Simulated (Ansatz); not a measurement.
Reflectivity of HfC (Fm-3m) at normal incidence (Ansatz, LDA, independent particles, without spin-orbit coupling, line width 0.15 eV (Gaussian), carrier damping 0.05 eV):

```csv
E (eV),R (%)
1.00,59.1
1.25,53.7
1.50,49.5
1.75,47.0
2.00,46.1
2.25,44.9
2.50,43.2
2.75,41.3
3.00,39.6
3.25,38.0
3.50,36.7
3.75,36.2
4.00,36.1
4.25,36.0
4.50,35.8
4.75,35.8
5.00,36.4
```

**Question.** What colour would a polished face show in daylight?

**Answer.** Light grey: CIE x = 0.321, y = 0.338, luminous reflectivity 45 % under D65, from the mean over the axes.

[Logs are printed without paths, hosts, clocks, repeated set-up lines and the standing remarks that a program may print on its own settings, such as how far it seeks lower states.]
